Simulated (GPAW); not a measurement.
# linear Ti chain, spacing 2.672 A: cost and accuracy of the smearing

Aim: see how far moments and order energies of linear Ti chain, spacing 2.672 A move with the smearing, and what each rung costs.

Program: GPAW 26.7.0. Level of theory: PBE; plane waves with GPAW's PAW setups, scalar-relativistic. Results are calculated unless marked as measured.

Report form: the programs' logs are mostly left out.

## Step 1: Set-up

The cell holds 1 atom: 1 Ti. Cell: a = 12.000 Å, b = 12.000 Å, c = 2.672 Å, α = 90.0°, β = 90.0°, γ = 90.0°. model lattice. Vacuum lies along a and b. The structure's axis is c.

## Step 2: Rung 1 (width 0.4 eV), start ferro +

A wide smearing converges easily but acts like a high temperature on the moments; each rung narrows it.

Input file order1.py:

```python
import json
import numpy as np
from ase import Atoms
from ase.parallel import paropen, parprint
from gpaw import GPAW

atoms = Atoms(['Ti'],
    cell=[[12.0, 0.0, 0.0],
         [0.0, 12.0, 0.0],
         [0.0, 0.0, 2.672]],
    scaled_positions=[[0.5, 0.5, 0.0]],
    pbc=True,
    magmoms=[1.0])
atoms.calc = GPAW(mode={'name': 'pw', 'ecut': 550},
    xc='PBE',
    kpts={'size': (1, 1, 10), 'gamma': True},
    occupations={'name': 'fermi-dirac', 'width': 0.4},
    convergence={'density': 1e-05, 'energy': 1e-05},
    maxiter=200,
    symmetry={'tolerance': 1e-4},
    txt='order1.txt')
e = atoms.get_potential_energy(force_consistent=True)
res = {'free_energy': e, 'energy_sigma0': atoms.get_potential_energy(), 'fermi_energy': atoms.calc.get_fermi_level()}
res['moments'] = atoms.get_magnetic_moments().tolist()
res['total'] = atoms.get_magnetic_moment()
parprint('site moments (muB):', np.round(res['moments'], 3))
parprint(f"total moment: {res['total']:.3f} muB")
parprint(f'free energy: {e:.6f} eV')
atoms.calc.write('order1.gpw')
with paropen('results.json', 'w') as f:
    json.dump(res, f)
```

Command:

```sh
> OMP_NUM_THREADS=1 python3 order1.py > order1.log
```

Run time: 16 s. Hardware: 1 MPI rank of AMD EPYC 9R45, shared host; peak memory 0.35 GiB.

This step gave:

| Property | Result |
| --- | --- |
| magnetization | 1.663 μB |
| final state | ferromagnetic |
| largest moment | 0.9671 μB |

After 19 cycles the largest moment stands at 0.967 μB.

## Step 3: Rung 1 (width 0.4 eV), start antiferro q=(0,0,1/2) +-

The second start gives the energy difference between the two end states, the quantity that is followed up the ladder. Its q is in fractions of the reciprocal vectors of the first run's cell.

order2.py is the script of step 2 with these lines changed:

```diff
@@ -6,12 +6,13 @@
 
-atoms = Atoms(['Ti'],
+atoms = Atoms(['Ti', 'Ti'],
     cell=[[12.0, 0.0, 0.0],
          [0.0, 12.0, 0.0],
-         [0.0, 0.0, 2.672]],
-    scaled_positions=[[0.5, 0.5, 0.0]],
+         [0.0, 0.0, 5.344]],
+    scaled_positions=[[0.5, 0.5, 0.0],
+         [0.5, 0.5, 0.5]],
     pbc=True,
-    magmoms=[1.0])
+    magmoms=[1.0, -1.0])
 atoms.calc = GPAW(mode={'name': 'pw', 'ecut': 550},
     xc='PBE',
-    kpts={'size': (1, 1, 10), 'gamma': True},
+    kpts={'size': (1, 1, 5), 'gamma': True},
     occupations={'name': 'fermi-dirac', 'width': 0.4},
@@ -20,3 +21,3 @@
     symmetry={'tolerance': 1e-4},
-    txt='order1.txt')
+    txt='order2.txt')
 e = atoms.get_potential_energy(force_consistent=True)
@@ -28,3 +29,3 @@
 parprint(f'free energy: {e:.6f} eV')
-atoms.calc.write('order1.gpw')
+atoms.calc.write('order2.gpw')
 with paropen('results.json', 'w') as f:
```

Command:

```sh
> OMP_NUM_THREADS=1 python3 order2.py > order2.log
```

Run time: 37 s. Hardware: 1 MPI rank; peak memory 0.58 GiB.

Read from the output:

* magnetization: 0 μB
* final state: antiferromagnetic
* largest moment: 0.8510 μB

This start lies +22.4 meV a seeded atom from the first; its largest moment is 0.851 μB.

## Step 4: Rung 2 (width 0.2 eV), start ferro +

order1.py is the script of step 2 with these lines changed:

```diff
@@ -16,3 +16,3 @@
     kpts={'size': (1, 1, 10), 'gamma': True},
-    occupations={'name': 'fermi-dirac', 'width': 0.4},
+    occupations={'name': 'fermi-dirac', 'width': 0.2},
     convergence={'density': 1e-05, 'energy': 1e-05},
```

Command:

```sh
> OMP_NUM_THREADS=1 python3 order1.py > order1.log
```

It took 17 s on 1 MPI rank; peak memory 0.35 GiB.

This step gave:

```
magnetization  : 2.848 μB
final state    : ferromagnetic
largest moment : 1.628 μB
```

The largest moment moves by +0.66 μB from rung 1, at 1.1 times its CPU time.

## Step 5: Rung 2 (width 0.2 eV), start antiferro q=(0,0,1/2) +-

order2.py is the script of step 3 with these lines changed:

```diff
@@ -17,3 +17,3 @@
     kpts={'size': (1, 1, 5), 'gamma': True},
-    occupations={'name': 'fermi-dirac', 'width': 0.4},
+    occupations={'name': 'fermi-dirac', 'width': 0.2},
     convergence={'density': 1e-05, 'energy': 1e-05},
```

Command:

```sh
> OMP_NUM_THREADS=1 python3 order2.py > order2.log
```

Wall time 39 s (1 MPI rank); peak memory 0.58 GiB.

This step gave:

```yaml
magnetization: 0 μB
final_state: antiferromagnetic
largest_moment: 1.079 μB
```

This start lies +123.6 meV a seeded atom from the first, a change of +101.2 meV since rung 1; its largest moment is 1.08 μB.

## Step 6: Rung 3 (width 0.1 eV), start ferro +

order1.py is the script of step 4 with these lines changed:

```diff
@@ -16,3 +16,3 @@
     kpts={'size': (1, 1, 10), 'gamma': True},
-    occupations={'name': 'fermi-dirac', 'width': 0.2},
+    occupations={'name': 'fermi-dirac', 'width': 0.1},
     convergence={'density': 1e-05, 'energy': 1e-05},
```

Command:

```sh
> OMP_NUM_THREADS=1 python3 order1.py > order1.log
```

Elapsed: 17 s, on 1 MPI rank; peak memory 0.35 GiB.

This step gave:

- magnetization: 2.992 μB
- final state: ferromagnetic
- largest moment: 1.714 μB

The largest moment moves by +0.09 μB from rung 2, at 1.0 times its CPU time.

## Step 7: Rung 3 (width 0.1 eV), start antiferro q=(0,0,1/2) +-

order2.py is the script of step 5 with these lines changed:

```diff
@@ -17,3 +17,3 @@
     kpts={'size': (1, 1, 5), 'gamma': True},
-    occupations={'name': 'fermi-dirac', 'width': 0.2},
+    occupations={'name': 'fermi-dirac', 'width': 0.1},
     convergence={'density': 1e-05, 'energy': 1e-05},
```

Command:

```sh
> OMP_NUM_THREADS=1 python3 order2.py > order2.log
```

Wall time 43 s (1 MPI rank); peak memory 0.58 GiB.

This step gave:

- magnetization: 0 μB
- final state: antiferromagnetic
- largest moment: 1.080 μB

This start lies +223.3 meV a seeded atom from the first, a change of +99.7 meV since rung 2; its largest moment is 1.08 μB.

## Step 8: Rung 4 (width 0.05 eV), start ferro +

order1.py is the script of step 6 with these lines changed:

```diff
@@ -16,3 +16,3 @@
     kpts={'size': (1, 1, 10), 'gamma': True},
-    occupations={'name': 'fermi-dirac', 'width': 0.1},
+    occupations={'name': 'fermi-dirac', 'width': 0.05},
     convergence={'density': 1e-05, 'energy': 1e-05},
```

Command:

```sh
> OMP_NUM_THREADS=1 python3 order1.py > order1.log
```

The job ended after 3 min (1 MPI rank; peak memory 0.37 GiB).

The run stopped without converging, so none of its numbers is a property of the system.

A smaller mixing step or another start is the usual next try.

## Step 9: Rung 4 (width 0.05 eV), start antiferro q=(0,0,1/2) +-

order2.py is the script of step 7 with these lines changed:

```diff
@@ -17,3 +17,3 @@
     kpts={'size': (1, 1, 5), 'gamma': True},
-    occupations={'name': 'fermi-dirac', 'width': 0.1},
+    occupations={'name': 'fermi-dirac', 'width': 0.05},
     convergence={'density': 1e-05, 'energy': 1e-05},
```

Command:

```sh
> OMP_NUM_THREADS=1 python3 order2.py > order2.log
```

It took 2.6 min on 1 MPI rank; peak memory 0.6 GiB.

Read from the output:

```
magnetization  : 0 μB
final state    : antiferromagnetic
largest moment : 1.060 μB
```

The largest moment moves by -0.02 μB from rung 3, at 3.7 times its CPU time.

## Step 10: Rung 5 (width 0.02 eV), start ferro +

order1.py is the script of step 8 with these lines changed:

```diff
@@ -16,3 +16,3 @@
     kpts={'size': (1, 1, 10), 'gamma': True},
-    occupations={'name': 'fermi-dirac', 'width': 0.05},
+    occupations={'name': 'fermi-dirac', 'width': 0.02},
     convergence={'density': 1e-05, 'energy': 1e-05},
```

Command:

```sh
> OMP_NUM_THREADS=1 python3 order1.py > order1.log
```

Elapsed: 2.6 min, on 1 MPI rank; peak memory 0.37 GiB.

A smaller mixing step or another start is the usual next try.

## Step 11: Rung 5 (width 0.02 eV), start antiferro q=(0,0,1/2) +-

order2.py is the script of step 9 with these lines changed:

```diff
@@ -17,3 +17,3 @@
     kpts={'size': (1, 1, 5), 'gamma': True},
-    occupations={'name': 'fermi-dirac', 'width': 0.05},
+    occupations={'name': 'fermi-dirac', 'width': 0.02},
     convergence={'density': 1e-05, 'energy': 1e-05},
```

Command:

```sh
> OMP_NUM_THREADS=1 python3 order2.py > order2.log
```

The job ended after 4.5 min (1 MPI rank; peak memory 0.61 GiB).

The run stopped without converging, so none of its numbers is a property of the system.

A smaller mixing step or another start is the usual next try.

## Step 12: The rungs together

Ladder, by row:

```csv
rung,smearing (eV),state from the first start,state from the second start,second less first (meV a seeded atom),"moment, first (μB)","moment, second (μB)",CPU time (s)
1,0.4,ferromagnetic,antiferromagnetic,22.39,0.9671,0.851,52.91
2,0.2,ferromagnetic,antiferromagnetic,123.5,1.628,1.079,55.79
3,0.1,ferromagnetic,antiferromagnetic,223.3,1.714,1.08,59.92
```

## Step 13: Summary of results

```json
{"range of the moment in the table, first start": "0.967 to 1.71 μB", "range of CPU time": "53 s to 60 s", "range of the energy difference": "22.4 to 223 meV a seeded atom"}
```

Only the last rung can serve as the reference, and the rung before it is still 100 meV away, so convergence is not shown. The first start ends lower on every rung of the table; whether functional and cell give the true order is another question. The mesh stays the same, and a narrow smearing needs a finer one, so the last rung is no sure reference. Rungs 4 and 5 gave no pair of finished runs and are missing from the table.

[Logs and program files are shortened in this print: banners, set-up blocks, solver, clock and traceback lines can be left out without a mark of their own.]

[Logs are printed without paths, hosts, clocks, repeated set-up lines and the standing remarks that a program may print on its own settings, such as how far it seeks lower states.]

[Hosts, paths, dates, database ids (printed as entryN), source tags and the programs' standing remarks are cut or masked in the printed files.]

[Where a cell is said to come from a database of computed structures, the database is the Materials Project.]
